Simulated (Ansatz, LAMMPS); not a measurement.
# Squeezing and shearing glassy 88SiO2-4K2O-4Li2O-4MgO (mol %) (71 atoms)

How stiff is glassy 88SiO2-4K2O-4Li2O-4MgO (mol %) (71 atoms), and how do its levels respond to strain?

Calculated with Ansatz 0.2.0; Kohn-Sham DFT, RPBE, PAW (set soft_2), plane waves.

### Step 1. Set-up

The cell holds 71 atoms: 21 Si, 2 K, 2 Li, 1 Mg and 45 O. Cell: a = 9.868 Å, b = 9.868 Å, c = 9.868 Å, α = 90.0°, β = 90.0°, γ = 90.0°. 71 atoms (21 Si, 2 K, 2 Li, 1 Mg, 45 O) placed at random at 2.28 g/cm³, melted at 4000 K for 10 ps at fixed volume with the Morse and Coulomb pair potential with partial charges (Pedone, Malavasi, Menziani, Cormack and Segre, J. Phys. Chem. B 110, 11780 (2006)). Quenched from 4000 K to 300 K at 10 K/ps and fixed volume, held 10 ps at zero pressure.

Limits known from the start: The quench rate of 10 K/ps is many orders above laboratory rates, so the cell is likely richer in defects and strain than a real sample. The starting topology of bonds comes from the classical model, and needn't be the one that DFT or experiment would give. Sampling is at Γ alone.

### Step 2. Single point at the start

A single point comes first, to see the forces before anything moves.

input.yaml reads:

```yaml
crystal:
  lattice:
    - [9.86772, 0.0, 0.0]
    - [0.0, 9.86772, 0.0]
    - [0.0, 0.0, 9.86772]
  atoms:
    - { symbol: Si, position: [0.31201, 0.75949, 0.22031] }
    - { symbol: Si, position: [0.90574, 0.78611, 0.88071] }
    - { symbol: Si, position: [0.92272, 0.46998, 0.47973] }
    - { symbol: Si, position: [0.8315, 0.98429, 0.65509] }
    - { symbol: Si, position: [0.34108, 0.26413, 0.61175] }
    - { symbol: Si, position: [0.84882, 0.67458, 0.17218] }
    - { symbol: Si, position: [0.56584, 0.59764, 0.86304] }
    - { symbol: Si, position: [0.4469, 0.8722, 0.93703] }
    - { symbol: Si, position: [0.01404, 0.04965, 0.99222] }
    - { symbol: Si, position: [0.80521, 0.27146, 0.94863] }
    - { symbol: Si, position: [0.14301, 0.02695, 0.27093] }
    - { symbol: Si, position: [0.28305, 0.53926, 0.72396] }
    - { symbol: Si, position: [0.00222, 0.47732, 0.7992] }
    - { symbol: Si, position: [0.64305, 0.45145, 0.14397] }
    - { symbol: Si, position: [0.24738, 0.24374, 0.06795] }
    - { symbol: Si, position: [0.28898, 0.84448, 0.65572] }
    - { symbol: Si, position: [0.81711, 0.77016, 0.44631] }
    - { symbol: Si, position: [0.09321, 0.07807, 0.58296] }
    - { symbol: Si, position: [0.50143, 0.18622, 0.88517] }
    - { symbol: Si, position: [0.51462, 0.85701, 0.41573] }
    - { symbol: Si, position: [0.10803, 0.50212, 0.22392] }
    - { symbol: K, position: [0.77126, 0.13088, 0.32412] }
    - { symbol: K, position: [0.57422, 0.49533, 0.4859] }
    - { symbol: Li, position: [0.71767, 0.27532, 0.62186] }
    - { symbol: Li, position: [0.51101, 0.0642, 0.56711] }
    - { symbol: Mg, position: [0.47066, 0.18513, 0.29957] }
    - { symbol: O, position: [0.39391, 0.26094, 0.99632] }
    - { symbol: O, position: [0.97725, 0.58002, 0.16247] }
    - { symbol: O, position: [0.08794, 0.07861, 0.40923] }
    - { symbol: O, position: [0.8278, 0.88315, 0.77125] }
    - { symbol: O, position: [0.53525, 0.99442, 0.3333] }
    - { symbol: O, position: [0.88111, 0.13226, 0.96368] }
    - { symbol: O, position: [0.2474, 0.6838, 0.65585] }
    - { symbol: O, position: [0.05449, 0.46161, 0.36922] }
    - { symbol: O, position: [0.22664, 0.624, 0.2141] }
    - { symbol: O, position: [0.5476, 0.36119, 0.23464] }
    - { symbol: O, position: [0.84942, 0.78588, 0.2905] }
    - { symbol: O, position: [0.41615, 0.2111, 0.48976] }
    - { symbol: O, position: [0.19662, 0.1932, 0.62034] }
    - { symbol: O, position: [0.0319, 0.02522, 0.15191] }
    - { symbol: O, position: [0.91969, 0.3712, 0.88813] }
    - { symbol: O, position: [0.43275, 0.751, 0.3282] }
    - { symbol: O, position: [0.21726, 0.88841, 0.28386] }
    - { symbol: O, position: [0.97611, 0.44962, 0.63263] }
    - { symbol: O, position: [0.16974, 0.37196, 0.13665] }
    - { symbol: O, position: [0.26025, 0.13651, 0.20555] }
    - { symbol: O, position: [0.41281, 0.55999, 0.81924] }
    - { symbol: O, position: [0.14368, 0.1632, 0.96926] }
    - { symbol: O, position: [0.83588, 0.7492, 0.02063] }
    - { symbol: O, position: [0.81408, 0.35242, 0.45874] }
    - { symbol: O, position: [0.58727, 0.5138, 0.00361] }
    - { symbol: O, position: [0.76077, 0.34454, 0.08568] }
    - { symbol: O, position: [0.15921, 0.94167, 0.6246] }
    - { symbol: O, position: [0.36322, 0.8198, 0.07526] }
    - { symbol: O, position: [0.65, 0.24882, 0.87868] }
    - { symbol: O, position: [0.94893, 0.09328, 0.65855] }
    - { symbol: O, position: [0.48927, 0.02972, 0.93986] }
    - { symbol: O, position: [0.87879, 0.89394, 0.52858] }
    - { symbol: O, position: [0.71936, 0.58266, 0.20955] }
    - { symbol: O, position: [0.66833, 0.55035, 0.74714] }
    - { symbol: O, position: [0.5567, 0.7615, 0.90211] }
    - { symbol: O, position: [0.34261, 0.8626, 0.80668] }
    - { symbol: O, position: [0.42718, 0.21269, 0.74792] }
    - { symbol: O, position: [0.8733, 0.62215, 0.47006] }
    - { symbol: O, position: [0.16337, 0.46785, 0.80254] }
    - { symbol: O, position: [0.41724, 0.88232, 0.54932] }
    - { symbol: O, position: [0.96286, 0.63809, 0.83004] }
    - { symbol: O, position: [0.65474, 0.79069, 0.45763] }
    - { symbol: O, position: [0.70053, 0.05701, 0.62188] }
    - { symbol: O, position: [0.32617, 0.4281, 0.61565] }
    - { symbol: O, position: [0.02222, 0.90151, 0.93043] }
kpoints:
  mp_grid: { grid: [1, 1, 1] }
hamiltonian:
  xc: rpbe
scf:
  occupations: { method: fermi_dirac, width: 0.05 }
output:
  forces: true
```

On the command line:

```sh
$ ansatz run input.yaml --threads 4 --pin off --max-ram 8192MiB --backend cpu --events-out ev --progress --plain --runs-dir out
```

Numbers of over 12 decimals in the logs are rounded to 6 here.

The program printed:

```text
[...]
Pseudopotentials: kind: paw
Pseudopotential: Si, paw, valence charge 4, recommended cutoff 420 eV (normal), Si.paw.azcp
Pseudopotential: K, paw, valence charge 9, recommended cutoff 420 eV (normal), K.paw.azcp
Pseudopotential: Li, paw, valence charge 3, recommended cutoff 420 eV (normal), Li.paw.azcp
Pseudopotential: Mg, paw, valence charge 10, recommended cutoff 420 eV (normal), Mg.paw.azcp
Pseudopotential: O, paw, valence charge 6, recommended cutoff 420 eV (normal), O.paw.azcp
[... 5 lines on functional and potentials left out ...]
Crystal: 71 atoms, lattice volume = 960.839 Å³
Basis set: ecut = 420 eV, 18805 PW (Γ), exchange–correlation on 144×144×144 points (8 copies of the dense FFT grid, shifted against one another)
Bands: 265, of which v1, the nominal top of the filled ones, is band 194 counted from 1 (193 counted from 0)
Symmetry: 1 space group operations
Space group: P1 (ITA 1), of the structure as read, at distance tolerance 9.9e-5 Å
k-points: 1
[... 15 lines on functional and potentials left out ...]
Initial density: superposition of atomic densities (neutral atoms: chi_scale 0, normalization atom), corrected by the library's trained network
Initial wavefunctions: pseudopotential atomic-orbital guess
[...]
SCF iter   1: F=—  HF=-44523.357354 eV  |F-HF|=—  |Δ(HF+E_count)|=         —  Δρ=3.92e-3  dr2=1.60e-1  ethr=1.77e-3  ⟨swp⟩=6.0  Hψ=1265  notcnv=0  defer=45
preconditioner: auto → Resta (q_TF=auto, 2.346 Å⁻¹)  ε∞=3.0  [insulator: Δε(μ)=3.561 eV  Ē_g=16.484 eV  σ=0.050 eV  W_gap=1.00  n_scr=202 (ndim 8)  ℏωp=23.1 eV  f_vac=0.149  D(μ)=0.00/eV (n_scr^D=0)  ε∞_Penn≈3.0]
SCF iter   2: F=—  HF=-44523.338442 eV  |F-HF|=—  |Δ(HF+E_count)|=   1.89e-2  Δρ=2.12e-3  dr2=2.97e-2  ethr=4.13e-5  ⟨swp⟩=2.0  Hψ=504  notcnv=0  defer=63
SCF iter   3: F=—  HF=-44523.341562 eV  |F-HF|=—  |Δ(HF+E_count)|=   3.12e-3  Δρ=8.28e-4  dr2=8.61e-3  ethr=7.65e-6  ⟨swp⟩=2.0  Hψ=349  notcnv=0  defer=23
automatic band count: iteration 3 solves 225 bands in place of 265: the levels show a gap, and the empty bands left out lie too high to hold charge; the band table lists the bands solved (type scf.n_extra_bands for more)
SCF iter   4: F=—  HF=-44523.342156 eV  |F-HF|=—  |Δ(HF+E_count)|=   5.94e-4  Δρ=3.26e-4  dr2=9.82e-4  ethr=2.22e-6  ⟨swp⟩=3.0  Hψ=351  notcnv=0  defer=23
SCF iter   5: F=—  HF=-44523.342244 eV  |F-HF|=—  |Δ(HF+E_count)|=   8.84e-5  Δρ=1.26e-4  dr2=1.46e-4  ethr=2.53e-7  ⟨swp⟩=3.0  Hψ=346  notcnv=0  defer=23
SCF iter   6: F=—  HF=-44523.342392 eV  |F-HF|=—  |Δ(HF+E_count)|=   1.48e-4  Δρ=3.86e-5  dr2=1.29e-5  ethr=3.75e-8  ⟨swp⟩=2.0  Hψ=344  notcnv=0  defer=23
SCF iter   7: F=—  HF=-44523.343614 eV  |F-HF|=—  |Δ(HF+E_count)|=   1.22e-3  Δρ=1.66e-5  dr2=2.05e-6  ethr=3.33e-9  ⟨swp⟩=2.0  Hψ=419  notcnv=0  defer=23
SCF iter   8: F=—  HF=-44523.343615 eV  |F-HF|=—  |Δ(HF+E_count)|=   1.44e-6  Δρ=4.94e-6  dr2=2.08e-7  ethr=5.29e-10  ⟨swp⟩=2.0  Hψ=346  notcnv=0  defer=23
SCF iter   9: F=-44523.343616 eV  HF=-44523.343616 eV  |F-HF|=1.03e-8  |Δ(HF+E_count)|=   3.67e-7  Δρ=2.34e-6  dr2=4.39e-8  ethr=2.58e-11  ⟨swp⟩=4.0  Hψ=803  notcnv=0
SCF 1 converged in 9 iterations: F = -44523.343616 eV  dr2 = 4.39e-8
[...]
SCF converged after 9 iterations
Free energy (F): -44523.343616 eV
Harris-Foulkes:  -44523.343616 eV  (|F-HF|=1.03e-8)
Internal energy: -44523.343616 eV  (E = F + TS)
E sigma→0 (E₀):  -44523.343616 eV
Fermi energy:    6.024399 eV
--- Per-component energies (eV) ---
[...]
Σ components = -44523.343616   (vs F -44523.343616, Δ=0.00e0)
--- Forces (eV/Å), atoms counted from 1 ---
  atom   1  Si    -0.90445111     2.70800917    -0.49144714
  atom   2  Si     1.30466965    -0.20331306    -0.31439674
  atom   3  Si     0.96276509    -2.24483617     0.25181575
  atom   4  Si    -0.24098329     0.15045981    -2.07071250
[...]
atom  71  O      0.50552083    -0.98730232    -1.26859738
  max |Σ_I F_I| component: 4.93e-5 eV/Å
```

Wall time 4.7 s (4 threads of Intel Xeon Platinum 8488C (Sapphire Rapids), shared host); peak memory 1.2 GiB.

The r.m.s. force at the start is 1.4 eV/Å.

### Step 3. Cell and atoms relaxed

The cell is relaxed with the atoms, since the starting lattice needn't suit this functional.

input.yaml reads:

```yaml
crystal:
  lattice:
    - [9.86772, 0.0, 0.0]
    - [0.0, 9.86772, 0.0]
    - [0.0, 0.0, 9.86772]
  atoms:
    [... the 71 atom lines of step 2 ...]
kpoints:
  mp_grid: { grid: [1, 1, 1] }
hamiltonian:
  xc: rpbe
scf:
  occupations: { method: fermi_dirac, width: 0.05 }
output:
  forces: true
relax:
  f_tol: 0.05
  max_steps: 150
  cell: {}
```

The program printed:

```text
[...]
Crystal: 71 atoms, lattice volume = 960.839 Å³
Basis set: ecut = 420 eV, 18805 PW (Γ), exchange–correlation on 144×144×144 points (8 copies of the dense FFT grid, shifted against one another)
Bands: 265, of which v1, the nominal top of the filled ones, is band 194 counted from 1 (193 counted from 0)
Symmetry: 1 space group operations
[...]
k-points: 1
[...]
SCF iter   1: F=—  HF=-44523.357354 eV  |F-HF|=—  |Δ(HF+E_count)|=         —  Δρ=3.92e-3  dr2=1.60e-1  ethr=1.77e-3  ⟨swp⟩=6.0  Hψ=1265  notcnv=0  defer=45
[...]
SCF iter   9: F=-44523.343616 eV  HF=-44523.343616 eV  |F-HF|=1.08e-8  |Δ(HF+E_count)|=   3.72e-7  Δρ=2.34e-6  dr2=4.43e-8  ethr=2.58e-11  ⟨swp⟩=4.0  Hψ=843  notcnv=0
SCF 1 converged in 9 iterations: F = -44523.343616 eV  dr2 = 4.43e-8
[...]
relax step   1: F+E_penalty+E_count = -44523.34361565 eV  Δ(F+E_penalty+E_count) = +0.000e0 eV  max|allowed force component| = 4.287e0 eV/Å  Δτ_max = 0.0000 Å  P = +8.031 GPa  Ω = 960.839 Å³  (9 SCF iters, dr2 threshold 1.00e-7 eV, accepted)
[... from here on, the SCF cycles and remarks between the steps are left out ...]
relax step   2: F+E_penalty+E_count = -44527.17126251 eV  Δ(F+E_penalty+E_count) = -3.828e0 eV  max|allowed force component| = 2.427e0 eV/Å  Δτ_max = 0.1996 Å  P = +3.965 GPa  Ω = 978.328 Å³  energy of the carried Pulay correction = -5.004e-2 eV  (7 SCF iters, dr2 threshold 7.10e-6 eV, accepted)
relax step   3: F+E_penalty+E_count = -44529.88622928 eV  Δ(F+E_penalty+E_count) = -2.715e0 eV  max|allowed force component| = 6.467e-1 eV/Å  Δτ_max = 0.1943 Å  P = -0.928 GPa  Ω = 1003.465 Å³  energy of the carried Pulay correction = -1.204e-1 eV  (8 SCF iters, dr2 threshold 7.10e-6 eV, accepted)
relax step   4: F+E_penalty+E_count = -44530.51438457 eV  Δ(F+E_penalty+E_count) = -6.282e-1 eV  max|allowed force component| = 7.556e-1 eV/Å  Δτ_max = 0.2000 Å  P = +0.091 GPa  Ω = 994.261 Å³  energy of the carried Pulay correction = -9.484e-2 eV  (7 SCF iters, dr2 threshold 7.10e-6 eV, accepted)
relax step   5: F+E_penalty+E_count = -44530.64125212 eV  Δ(F+E_penalty+E_count) = -1.269e-1 eV  max|allowed force component| = 4.822e-1 eV/Å  Δτ_max = 0.1578 Å  P = +0.015 GPa  Ω = 995.082 Å³  energy of the carried Pulay correction = -9.713e-2 eV  (7 SCF iters, dr2 threshold 7.10e-6 eV, accepted)
relax step   6: F+E_penalty+E_count = -44530.76151340 eV  Δ(F+E_penalty+E_count) = -1.203e-1 eV  max|allowed force component| = 8.633e-1 eV/Å  Δτ_max = 0.2000 Å  P = -0.029 GPa  Ω = 998.078 Å³  energy of the carried Pulay correction = -1.055e-1 eV  (7 SCF iters, dr2 threshold 7.10e-6 eV, accepted)
relax step   7: F+E_penalty+E_count = -44530.81794306 eV  Δ(F+E_penalty+E_count) = -5.643e-2 eV  max|allowed force component| = 2.483e-1 eV/Å  Δτ_max = 0.1073 Å  P = +0.026 GPa  Ω = 998.002 Å³  energy of the carried Pulay correction = -1.053e-1 eV  (7 SCF iters, dr2 threshold 7.10e-6 eV, accepted)
relax step   8: F+E_penalty+E_count = -44530.83717043 eV  Δ(F+E_penalty+E_count) = -1.923e-2 eV  max|allowed force component| = 1.243e-1 eV/Å  Δτ_max = 0.0751 Å  P = -0.019 GPa  Ω = 999.443 Å³  energy of the carried Pulay correction = -1.093e-1 eV  (7 SCF iters, dr2 threshold 3.85e-6 eV, accepted)
relax step   9: F+E_penalty+E_count = -44530.84686652 eV  Δ(F+E_penalty+E_count) = -9.696e-3 eV  max|allowed force component| = 1.059e-1 eV/Å  Δτ_max = 0.0469 Å  P = -0.037 GPa  Ω = 999.534 Å³  energy of the carried Pulay correction = -1.095e-1 eV  (7 SCF iters, dr2 threshold 9.65e-7 eV, accepted)
relax step  10: F+E_penalty+E_count = -44530.85507448 eV  Δ(F+E_penalty+E_count) = -8.208e-3 eV  max|allowed force component| = 8.970e-2 eV/Å  Δτ_max = 0.0320 Å  P = -0.015 GPa  Ω = 999.274 Å³  energy of the carried Pulay correction = -1.088e-1 eV  (7 SCF iters, dr2 threshold 7.01e-7 eV, accepted)
relax step  11: F+E_penalty+E_count = -44530.86065168 eV  Δ(F+E_penalty+E_count) = -5.577e-3 eV  max|allowed force component| = 4.397e-2 eV/Å  Δτ_max = 0.0377 Å  P = +0.002 GPa  Ω = 999.393 Å³  energy of the carried Pulay correction = -1.091e-1 eV  (7 SCF iters, dr2 threshold 5.03e-7 eV, accepted)
relax step  12: F+E_penalty+E_count = -44531.08287588 eV  Δ(F+E_penalty+E_count) = -2.222e-1 eV  max|allowed force component| = 4.314e-2 eV/Å  Δτ_max = 0.0000 Å  P = +0.378 GPa  Ω = 999.393 Å³  stress off target by 8.12e-1 GPa  SCF on the basis re-selected at this cell (its energy is not comparable with the rows above)  (8 SCF iters)
relax step  13: F+E_penalty+E_count = -44531.07826486 eV  Δ(F+E_penalty+E_count) = +4.611e-3 eV  max|allowed force component| = 7.197e-2 eV/Å  Δτ_max = 0.0282 Å  P = -0.206 GPa  Ω = 1006.469 Å³  energy of the carried Pulay correction = -2.078e-2 eV  (7 SCF iters, dr2 threshold 1.65e-6 eV, accepted)
relax step  14: F+E_penalty+E_count = -44531.08619277 eV  Δ(F+E_penalty+E_count) = -7.928e-3 eV  max|allowed force component| = 5.513e-2 eV/Å  Δτ_max = 0.0159 Å  P = -0.042 GPa  Ω = 1005.648 Å³  energy of the carried Pulay correction = -1.829e-2 eV  (7 SCF iters, dr2 threshold 3.83e-7 eV, accepted)
relax step  15: F+E_penalty+E_count = -44531.08905700 eV  Δ(F+E_penalty+E_count) = -2.864e-3 eV  max|allowed force component| = 4.107e-2 eV/Å  Δτ_max = 0.0165 Å  P = +0.059 GPa  Ω = 1005.441 Å³  energy of the carried Pulay correction = -1.768e-2 eV  (7 SCF iters, dr2 threshold 1.90e-7 eV, accepted)
relax step  16: F+E_penalty+E_count = -44531.08829975 eV  Δ(F+E_penalty+E_count) = +7.573e-4 eV  max|allowed force component| = 3.130e-2 eV/Å  Δτ_max = 0.0226 Å  P = +0.064 GPa  Ω = 1006.373 Å³  energy of the carried Pulay correction = -2.050e-2 eV  (8 SCF iters, dr2 threshold 2.71e-8 eV, accepted)
relax step  17: F+E_penalty+E_count = -44531.08736517 eV  Δ(F+E_penalty+E_count) = +9.346e-4 eV  max|allowed force component| = 2.120e-2 eV/Å  Δτ_max = 0.0139 Å  P = +0.014 GPa  Ω = 1007.145 Å³  energy of the carried Pulay correction = -2.283e-2 eV  (7 SCF iters, dr2 threshold 3.36e-8 eV, accepted)
relax step  18: F+E_penalty+E_count = -44531.10670959 eV  Δ(F+E_penalty+E_count) = -1.934e-2 eV  max|allowed force component| = 2.128e-2 eV/Å  Δτ_max = 0.0000 Å  P = +0.023 GPa  Ω = 1007.145 Å³  stress off target by 7.13e-2 GPa  SCF on the basis re-selected at this cell (its energy is not comparable with the rows above)  (6 SCF iters)
relax step  19: F+E_penalty+E_count = -44531.10658842 eV  Δ(F+E_penalty+E_count) = +1.212e-4 eV  max|allowed force component| = 1.711e-2 eV/Å  Δτ_max = 0.0110 Å  P = -0.013 GPa  Ω = 1007.491 Å³  energy of the carried Pulay correction = -1.069e-3 eV  (8 SCF iters, dr2 threshold 1.27e-8 eV, accepted)
relax step  20: F+E_penalty+E_count = -44531.10893325 eV  Δ(F+E_penalty+E_count) = -2.345e-3 eV  max|allowed force component| = 1.711e-2 eV/Å  Δτ_max = 0.0000 Å  P = -0.013 GPa  Ω = 1007.491 Å³  stress off target by 2.68e-2 GPa  SCF on the basis re-selected at this cell (its energy is not comparable with the rows above)  (5 SCF iters)
[...]
SCF converged after 5 iterations
Free energy (F): -44531.108933 eV
[...]
Internal energy: -44531.108933 eV  (E = F + TS)
E sigma→0 (E₀):  -44531.108933 eV
Fermi energy:    5.436989 eV
[...]
--- Forces (eV/Å), atoms counted from 1 ---
  atom   1  Si    -0.00199409     0.00958490    -0.00452349
  atom   2  Si     0.00012912     0.00315817     0.00080555
  atom   3  Si    -0.00557541     0.00672227     0.00622348
  atom   4  Si    -0.00137536     0.00042696    -0.00240424
  atom   5  Si    -0.00677426    -0.00941468     0.00176350
  atom   6  Si    -0.00404618    -0.00571285     0.00518621
  atom   7  Si    -0.00164575    -0.00099062     0.00458712
  atom   8  Si     0.00635112    -0.00318167     0.00050167
  atom   9  Si    -0.00376302     0.00362654     0.00210191
  atom  10  Si     0.00250786     0.00233825     0.00872920
  atom  11  Si    -0.00002454    -0.00486352    -0.00148407
  atom  12  Si    -0.01711259    -0.00009513     0.01456726
  atom  13  Si    -0.01127327    -0.00431412    -0.00986176
  atom  14  Si    -0.00697867     0.00104545    -0.00096406
[...]
atom  70  O      0.00935900     0.00044922    -0.00646183
  atom  71  O      0.00035208    -0.00386705    -0.00499375
  max |Σ_I F_I| component: 1.05e-5 eV/Å
--- Stress (GPa, compression-positive) ---
       -0.017841       0.000164      -0.009984
        0.000165      -0.004642      -0.001964
       -0.009985      -0.001961      -0.015514
  P = ⅓ Tr σ = -0.0127 GPa (-0.127 kbar)
--- Relaxed structure (17 steps of the walk, 17 accepted, 3 SCFs on fresh bases) ---
  F+E_penalty+E_count = -44531.10893325 eV   max|allowed force component| = 1.711e-2 eV/Å   (the final SCF, on the basis selected at the relaxed cell)
  cell:  # Å, volume = 1007.4905 Å³
    - [10.128101, -0.131451, 0.329891]
    - [-0.131451, 9.793918, 0.125877]
    - [0.329891, 0.125877, 10.171035]
  atoms:
    - { symbol: Si, position: [0.299695, 0.771804, 0.210003] }
    - { symbol: Si, position: [0.905141, 0.800483, 0.885210] }
    - { symbol: Si, position: [0.926434, 0.470028, 0.479097] }
    - { symbol: Si, position: [0.830375, 0.973361, 0.643380] }
[...]
- { symbol: O, position: [0.017249, 0.914899, 0.936520] }
```

Run time: 82 s. Hardware: 4 threads; peak memory 1.3 GiB.

The relaxation converged after 17 steps, with a largest force component of 0.017 eV/Å.

[end of part 1 of 4]

[Logs are printed without paths, hosts, clocks, repeated set-up lines and the standing remarks that a program may print on its own settings, such as how far it seeks lower states.]

[Hosts, paths, dates, database ids (printed as entryN), source tags and the programs' standing remarks are cut or masked in the printed files.]
